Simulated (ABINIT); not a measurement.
# Quasiparticle gap of ZnSe (Stilleite) in ABINIT

Aim: the G0W0 gap of ZnSe (Stilleite) on PBE, step by step.

Calculated with ABINIT 10.8.3; PBE and many-body steps on it, plane waves.

**What was measured.**

- Gap 2.695 ± 0.003 eV: excitonic gap from free-exciton PL, not corrected for exciton binding; photoluminescence; 300 K; bulk crystal (Bridgman-grown crystal, polished and etched) (“Alloy Disordering Effects on the Thermal Conductivity and Energy Gap Temperature Dependence of Cd1−xZnxSe Ternary Crystals Grown by the Bridgman Method”, 2023, pmc:10253836).

## Step 1: Starting point

Symmetry: F-43m, No. 216, cubic system. Conventional cell: a = 5.668 Å, b = 5.668 Å, c = 5.668 Å, α = 90.00°, β = 90.00°, γ = 90.00°. Zn has 4 Se at 2.45 Å nearest. Se has 4 Zn at 2.45 Å nearest. Farther neighbours, and contacts between anions beyond the nearest, are not listed.

The cell and positions come from the Crystallography Open Database and are kept as given unless a step says otherwise.

## Step 2: Ground state

This step: ABINIT 10.8.3; DFT, PBE, plane waves, norm-conserving pseudopotentials.

The ground-state density comes first.

The input, run.abi:

```
acell 3*1.0 Angstrom
rprim 
  -0.000000000000 2.833800000000 2.833800000000
  2.833800000000 0.000000000000 2.833800000000
  2.833800000000 2.833800000000 -0.000000000000
ntypat 2
znucl 30 34
natom 2
typat 1 2
xred 
  0.000000000000 0.000000000000 0.000000000000
  0.250000000000 0.250000000000 0.250000000000
pp_dirpath "pseudos"
pseudos "Zn.upf, Se.upf"
ecut 48
ngkpt 6 6 6
nshiftk 1
shiftk 0 0 0
kptopt 1
chksymbreak 0
nband 27
occopt 1
tolvrs 1e-10
nstep 60
prtwf 0
optforces 0
optstress 0
indata_prefix "in"
outdata_prefix "out"
tmpdata_prefix "tmp"
```

Launch:

```console
> OMP_NUM_THREADS=1 mpirun -n 4 abinit run.abi > log
```

Output:

```text
.Version 10.8.3 of ABINIT. v10.8.2 released Aug 2026.

 Symmetries : space group F-4 3 m (#216); Bravais cF (face-center cubic)
================================================================================
 Values of the parameters that define the memory need of the present run
     intxc =       0    ionmov =       0      iscf =       7    lmnmax =       6
     lnmax =       6     mgfft =      48  mpssoang =       3    mqgrid =    3001
     natom =       2  nloc_mem =       1    nspden =       1   nspinor =       1
    nsppol =       1      nsym =      24    n1xccc =    2501    ntypat =       2
    occopt =       1   xclevel =       2
-    mband =          27        mffmem =           1         mkmem =           4
       mpw =        4897          nfft =      110592          nkpt =          16
================================================================================
  Rough estimation (10% accuracy) of disk space for files :
================================================================================

--------------------------------------------------------------------------------
------------- Echo of variables that govern the present computation ------------
--------------------------------------------------------------------------------
 -outvars: echo values of preprocessed input variables --------
            acell      1.8897261259E+00  1.8897261259E+00  1.8897261259E+00 Bohr

      chksymbreak           0
             ecut      4.80000000E+01 Hartree
-          fftalg         312

              ixc     -101130
              kpt      0.00000000E+00  0.00000000E+00  0.00000000E+00
                       1.66666667E-01  0.00000000E+00  0.00000000E+00
                       3.33333333E-01  0.00000000E+00  0.00000000E+00
                       5.00000000E-01  0.00000000E+00  0.00000000E+00
                       1.66666667E-01  1.66666667E-01  0.00000000E+00
                       3.33333333E-01  1.66666667E-01  0.00000000E+00
                       5.00000000E-01  1.66666667E-01  0.00000000E+00
                      -3.33333333E-01  1.66666667E-01  0.00000000E+00
                      -1.66666667E-01  1.66666667E-01  0.00000000E+00
   [... 5 further rows ...]
                      -3.33333333E-01  3.33333333E-01  1.66666667E-01
                      -3.33333333E-01  5.00000000E-01  1.66666667E-01
         kptrlatt        6    0    0      0    6    0      0    0    6
          kptrlen      4.54395803E+01
P           mkmem           4
            natom           2
            nband          27
            ngfft          48      48      48
             nkpt          16
            nstep          60
             nsym          24
           ntypat           2
              occ      2.000000  2.000000  2.000000  2.000000  2.000000  2.000000
                       2.000000  2.000000  2.000000  2.000000  2.000000  2.000000
                       2.000000  2.000000  2.000000  2.000000  2.000000  2.000000
                       2.000000  2.000000  2.000000  2.000000  0.000000  0.000000
[...]
optforces           0
        optstress           0
            prtwf           0
            rprim     -0.0000000000E+00  2.8338000000E+00  2.8338000000E+00
[...]
spgroup         216

           tolvrs      1.00000000E-10

             xred      0.0000000000E+00  0.0000000000E+00  0.0000000000E+00
[...]
znucl       30.00000   34.00000

================================================================================

 chkinp: Checking input parameters for consistency.

================================================================================
== DATASET  1 ==================================================================
-   mpi_nproc: 4, omp_nthreads: 1 (-1 if OMP is not activated)

--- !DatasetInfo
iteration_state: {dtset: 1, }
dimensions: {natom: 2, nkpt: 16, mband: 27, nsppol: 1, nspinor: 1, nspden: 1, mpw: 4897, }
cutoff_energies: {ecut:  48.0, pawecutdg:  -1.0, }
electrons: {nelect:   4.40000000E+01, charge:   0.00000000E+00, occopt:   1.00000000E+00, tsmear:   1.00000000E-02, }

 Real(R)+Recip(G) space primitive vectors, cartesian coordinates (Bohr,Bohr^-1):
 R(1)=  0.0000000  5.3551059  5.3551059  G(1)= -0.0933688  0.0933688  0.0933688
 R(2)=  5.3551059  0.0000000  5.3551059  G(2)=  0.0933688 -0.0933688  0.0933688
 R(3)=  5.3551059  5.3551059  0.0000000  G(3)=  0.0933688  0.0933688 -0.0933688
 Unit cell volume ucvol=  3.0713845E+02 bohr^3
 Angles (23,13,12)=  6.00000000E+01  6.00000000E+01  6.00000000E+01 degrees

 getcut: wavevector=  0.0000  0.0000  0.0000  ngfft=  48  48  48
         ecut(hartree)=     48.000   => boxcut(ratio)=   2.03223

--- Pseudopotential description ------------------------------------------------
- Zn Generated using ONCVPSP code by D. R. Hamann
- 30.00000  20.00000  171031                  znucl, zion, pspdat
12 -101130 2 -1 1326                          pspcod,pspxc,lmax,lloc,mmax
     nproj     2     2     2
  pspatm : epsatm=   26.68164218
         --- l  ekb(1:nproj) -->
[...]
pspatm: atomic psp has been read  and splines computed

- Se Generated using ONCVPSP code by D. R. Hamann
- 34.00000  24.00000  171031                  znucl, zion, pspdat
12 -101130 2 -1 1214                          pspcod,pspxc,lmax,lloc,mmax
     nproj     2     2     2
  pspatm : epsatm=   25.39064422
         --- l  ekb(1:nproj) -->
[...]
pspatm: atomic psp has been read  and splines computed

   2.29118060E+03                                ecore*ucvol(ha*bohr**3)
--------------------------------------------------------------------------------

_setup2: Arith. and geom. avg. npw (full set) are    4879.338    4879.326

================================================================================

--- !BeginCycle
iteration_state: {dtset: 1, }
solver: {iscf: 7, nstep: 60, nline: 4, wfoptalg: 0, }
tolerances: {tolvrs: 1.00E-10, }

     iter   Etot(hartree)      deltaE(h)  residm     vres2
 ETOT  1  -544.98635842320    -5.450E+02 9.114E-01 4.653E+03
 ETOT  2  -546.40203433040    -1.416E+00 4.210E-02 7.770E+03
 ETOT  3  -547.23845527222    -8.364E-01 1.312E-02 1.052E+03
 ETOT  4  -547.31149392204    -7.304E-02 4.016E-03 3.977E+02
 ETOT  5  -547.35013234238    -3.864E-02 2.241E-03 5.298E+01
 ETOT  6  -547.35602524963    -5.893E-03 8.103E-04 1.388E+00
 ETOT  7  -547.35612893251    -1.037E-04 1.448E-04 3.923E-01
 ETOT  8  -547.35617116759    -4.224E-05 4.337E-05 4.472E-02
 ETOT  9  -547.35617617370    -5.006E-06 1.082E-05 5.496E-03
 ETOT 10  -547.35617686684    -6.931E-07 3.919E-06 5.544E-07
 ETOT 11  -547.35617686708    -2.457E-10 1.219E-06 1.127E-07
 ETOT 12  -547.35617686712    -3.627E-11 4.599E-07 6.262E-09
 ETOT 13  -547.35617686715    -2.774E-11 1.480E-07 2.773E-10
 ETOT 14  -547.35617686716    -1.478E-11 5.597E-08 1.371E-11

 At SCF step   14       vres2   =  1.37E-11 < tolvrs=  1.00E-10 =>converged.

--- !ResultsGS
iteration_state: {dtset: 1, }
comment   : Summary of ground state results
lattice_vectors:
- [ -0.0000000,   5.3551059,   5.3551059, ]
- [  5.3551059,   0.0000000,   5.3551059, ]
- [  5.3551059,   5.3551059,  -0.0000000, ]
lattice_lengths: [   7.57326,    7.57326,    7.57326, ]
lattice_angles: [ 60.000,  60.000,  60.000, ] # degrees, (23, 13, 12)
lattice_volume:   3.0713845E+02
convergence: {deltae: -1.478E-11, res2:  1.371E-11, residm:  5.597E-08, diffor:  0.000E+00, }
etotal    :  -5.47356177E+02
entropy   :   0.00000000E+00
fermie    :   1.53041323E-01
cartesian_stress_tensor: null
pressure_GPa: null
xred      :
- [  0.0000E+00,   0.0000E+00,   0.0000E+00, Zn]
- [  2.5000E-01,   2.5000E-01,   2.5000E-01, Se]
cartesian_forces: null
force_length_stats: {min: null, max: null, mean: null, }

 Integrated electronic density in atomic spheres:
 ------------------------------------------------
 Atom  Sphere_radius  Integrated_density
    1        2.00000         18.11040736
    2        2.00000         21.26036845
================================================================================

 ----iterations are completed or convergence reached----

 Mean square residual over all n,k,spin=   12.957E-11; max=  55.966E-09
 reduced coordinates (array xred) for    2 atoms
       0.000000      0.000000      0.000000
       0.250000      0.250000      0.250000
 rms dE/dt=  0.0000E+00; max dE/dt=  0.0000E+00; dE/dt below (all hartree)
    1       0.000000      0.000000      0.000000
    2       0.000000      0.000000      0.000000

 cartesian coordinates (angstrom) at end:
    1      0.000000     0.000000     0.000000
    2      1.416900     1.416900     1.416900
 length scales=  1.889726  1.889726  1.889726 bohr
              =  1.000000  1.000000  1.000000 angstroms
 prteigrs : about to open file out_EIG
 Fermi (or HOMO) energy (hartree) =   0.15304   Average Vxc (hartree)=  -0.36195
 Eigenvalues (hartree) for nkpt=  16  k points:
 kpt#   1, nband= 27, wtk=  0.00463, kpt=  0.0000  0.0000  0.0000 (reduced coord)
  -7.46293   -5.23849   -5.23849   -5.23849   -4.44962   -2.76502   -2.76502   -2.76502
  -1.56976   -1.56976   -1.56976   -1.56961   -1.56961   -0.33425   -0.08738   -0.08738
  -0.08738   -0.07385   -0.07385    0.15304    0.15304    0.15304    0.20039    0.36671
   0.36671    0.36671    0.51812
 prteigrs : prtvol=0 or 1, do not print more k-points.

--- !EnergyTerms
iteration_state     : {dtset: 1, }
comment             : Components of total free energy in Hartree
kinetic             :  2.386736E+02
hartree             :  2.291588E+02
xc                  : -5.133315E+01
Ewald energy        : -2.448450E+02
psp_core            :  7.459765E+00
local_psp           : -5.916836E+02
non_local_psp       : -1.347866E+02
total_energy        : -5.473562E+02
total_energy_eV     : -1.489432E+04
band_energy         : -8.856556E+01

== END DATASET(S) ==============================================================
================================================================================

 -outvars: echo values of variables after computation  --------
           etotal     -5.4735617687E+02
            nband          27
             nkpt          16
          spgroup         216
 [... the other variables as echoed above ...]

 Calculation completed.
```

Elapsed: 20 s, on 4 MPI ranks of Intel Xeon 6975P-C (Granite Rapids), shared host; peak memory 0.4 GiB; 78 s of CPU time.

This step gave:

* total energy: -14894.3203 eV
* gap: 1.288 eV
* k of the valence top: 0, 0, 0
* k of the conduction bottom: 0, 0, 0
* least direct gap: 1.288 eV

The gap is direct, at Γ.

(Continued in part 2 of 3.)

[Long decimals in the printed logs are rounded to 6 places.]

[Logs are printed without paths, hosts, clocks, repeated set-up lines and the standing remarks that a program may print on its own settings, such as how far it seeks lower states.]

[Paths, hosts, dates, memory and timing lines, banners, echoed tables and standing remarks are left out of the program output; an Ansatz launch command may be rebuilt from the run's recorded settings. Measured values are a selection of at most five: reports struck by readers or far from the other reports are left out. None is set beside runs whose start may be inverted or whose files or cutoffs have a known fault.]

[Runs of the session that timed out or met a known fault of the program may be left out.]

[Hosts, paths, dates, database ids (printed as entryN), source tags and the programs' standing remarks are cut or masked in the printed files.]

[G0W0 gaps are taken among the corrected bands and points alone; a level outside them can change the order at an edge.]

[Where Ansatz stands beside ABINIT at settings called matched, ABINIT's density can come from a denser mesh and the files from another edition; pairs whose starting gaps differed by over 0.03 eV were left out, so agreement reads better than it is.]
